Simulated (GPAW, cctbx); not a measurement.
## By hand: from a DFT structure factor to an extinction distance in TiSn2

TiSn2, I4/mcm (no. 140), a = 6.9757 Å, b = 6.9757 Å, c = 5.5508 Å, α = 90.00°, β = 90.00°, γ = 90.00°.

| atom | mult. | x | y | z |
| --- | --- | --- | --- | --- |
| Sn1 | 8 | 0.3288 | 0.8288 | 1/2 |
| Ti1 | 4 | 0 | 0 | 3/4 |

The start was made by putting kin elements into a known structure type; the compound need not exist, or be stable, in this form.

A DFT run (GPAW, PBE, 450 eV, 6×6×6 k-points, Fermi–Dirac width 0.1 eV) gives the static X-ray structure factor of 110 as 5.036 e for the conventional cell; superposed free atoms give 6.075 e. **Problem.** Find the Fourier component V of the crystal potential and the two-beam extinction distance at 120 kV in both cases.

**1. Geometry**

The cell volume is Ω = 270.10 Å³ and d(110) = 4.9326 Å, so g = 1/d = 0.2027 Å⁻¹.

**2. The nuclei**

Electrons feel nuclei as well as electrons, so the nuclear charges are summed with the same phases.

Phase sums Σ exp(2πi h·x), turned so that the total is real and positive: Sn +1.807, Ti -4.000. Then F_Z = 50 × (+1.807) + 22 × (-4.000) = 2.34 e. The electron term has the same sign for this reflection.

**3. Mott–Bethe**

Poisson's equation, term by term, gives V = (e/4πε₀)(F_Z − F)/(πΩg²), with e/4πε₀ = 14.3996 V Å.

The prefactor is 14.3996 × 4.9326²/(π × 270.10) = 0.41288 V per electron. Free atoms: (2.34 − 6.075) × 0.41288 = -1.543 V. Crystal: (2.34 − 5.036) × 0.41288 = -1.114 V. F changes by -17.10 % and V by -27.8 %: the same 1.04 e is measured against F_Z − F = -3.7 e in place of F = 6.1 e.

**4. Extinction distance**

In the two-beam case ξ = 1/(λU) with U = 2γm₀eV/h², that is ξ = 150.41 V Å²/(γλV).

At 120 kV, λ = 0.03349 Å and γ = 1.2348. Free atoms: ξ = 2357 Å. Crystal: ξ = 3265 Å. The thickness fringes go as sin²(πt/ξ), so the two patterns slip by a quarter of a period when t|1/ξ₁ − 1/ξ₀| = 1/4, at t ≈ 212 nm. Thermal motion, absorption and many-beam coupling, left out here, change a real pattern.

**5. Answer**

V(110) is -1.11 V against -1.54 V, and ξ is 3265 against 2357 Å. Limits: static atoms, two beams.
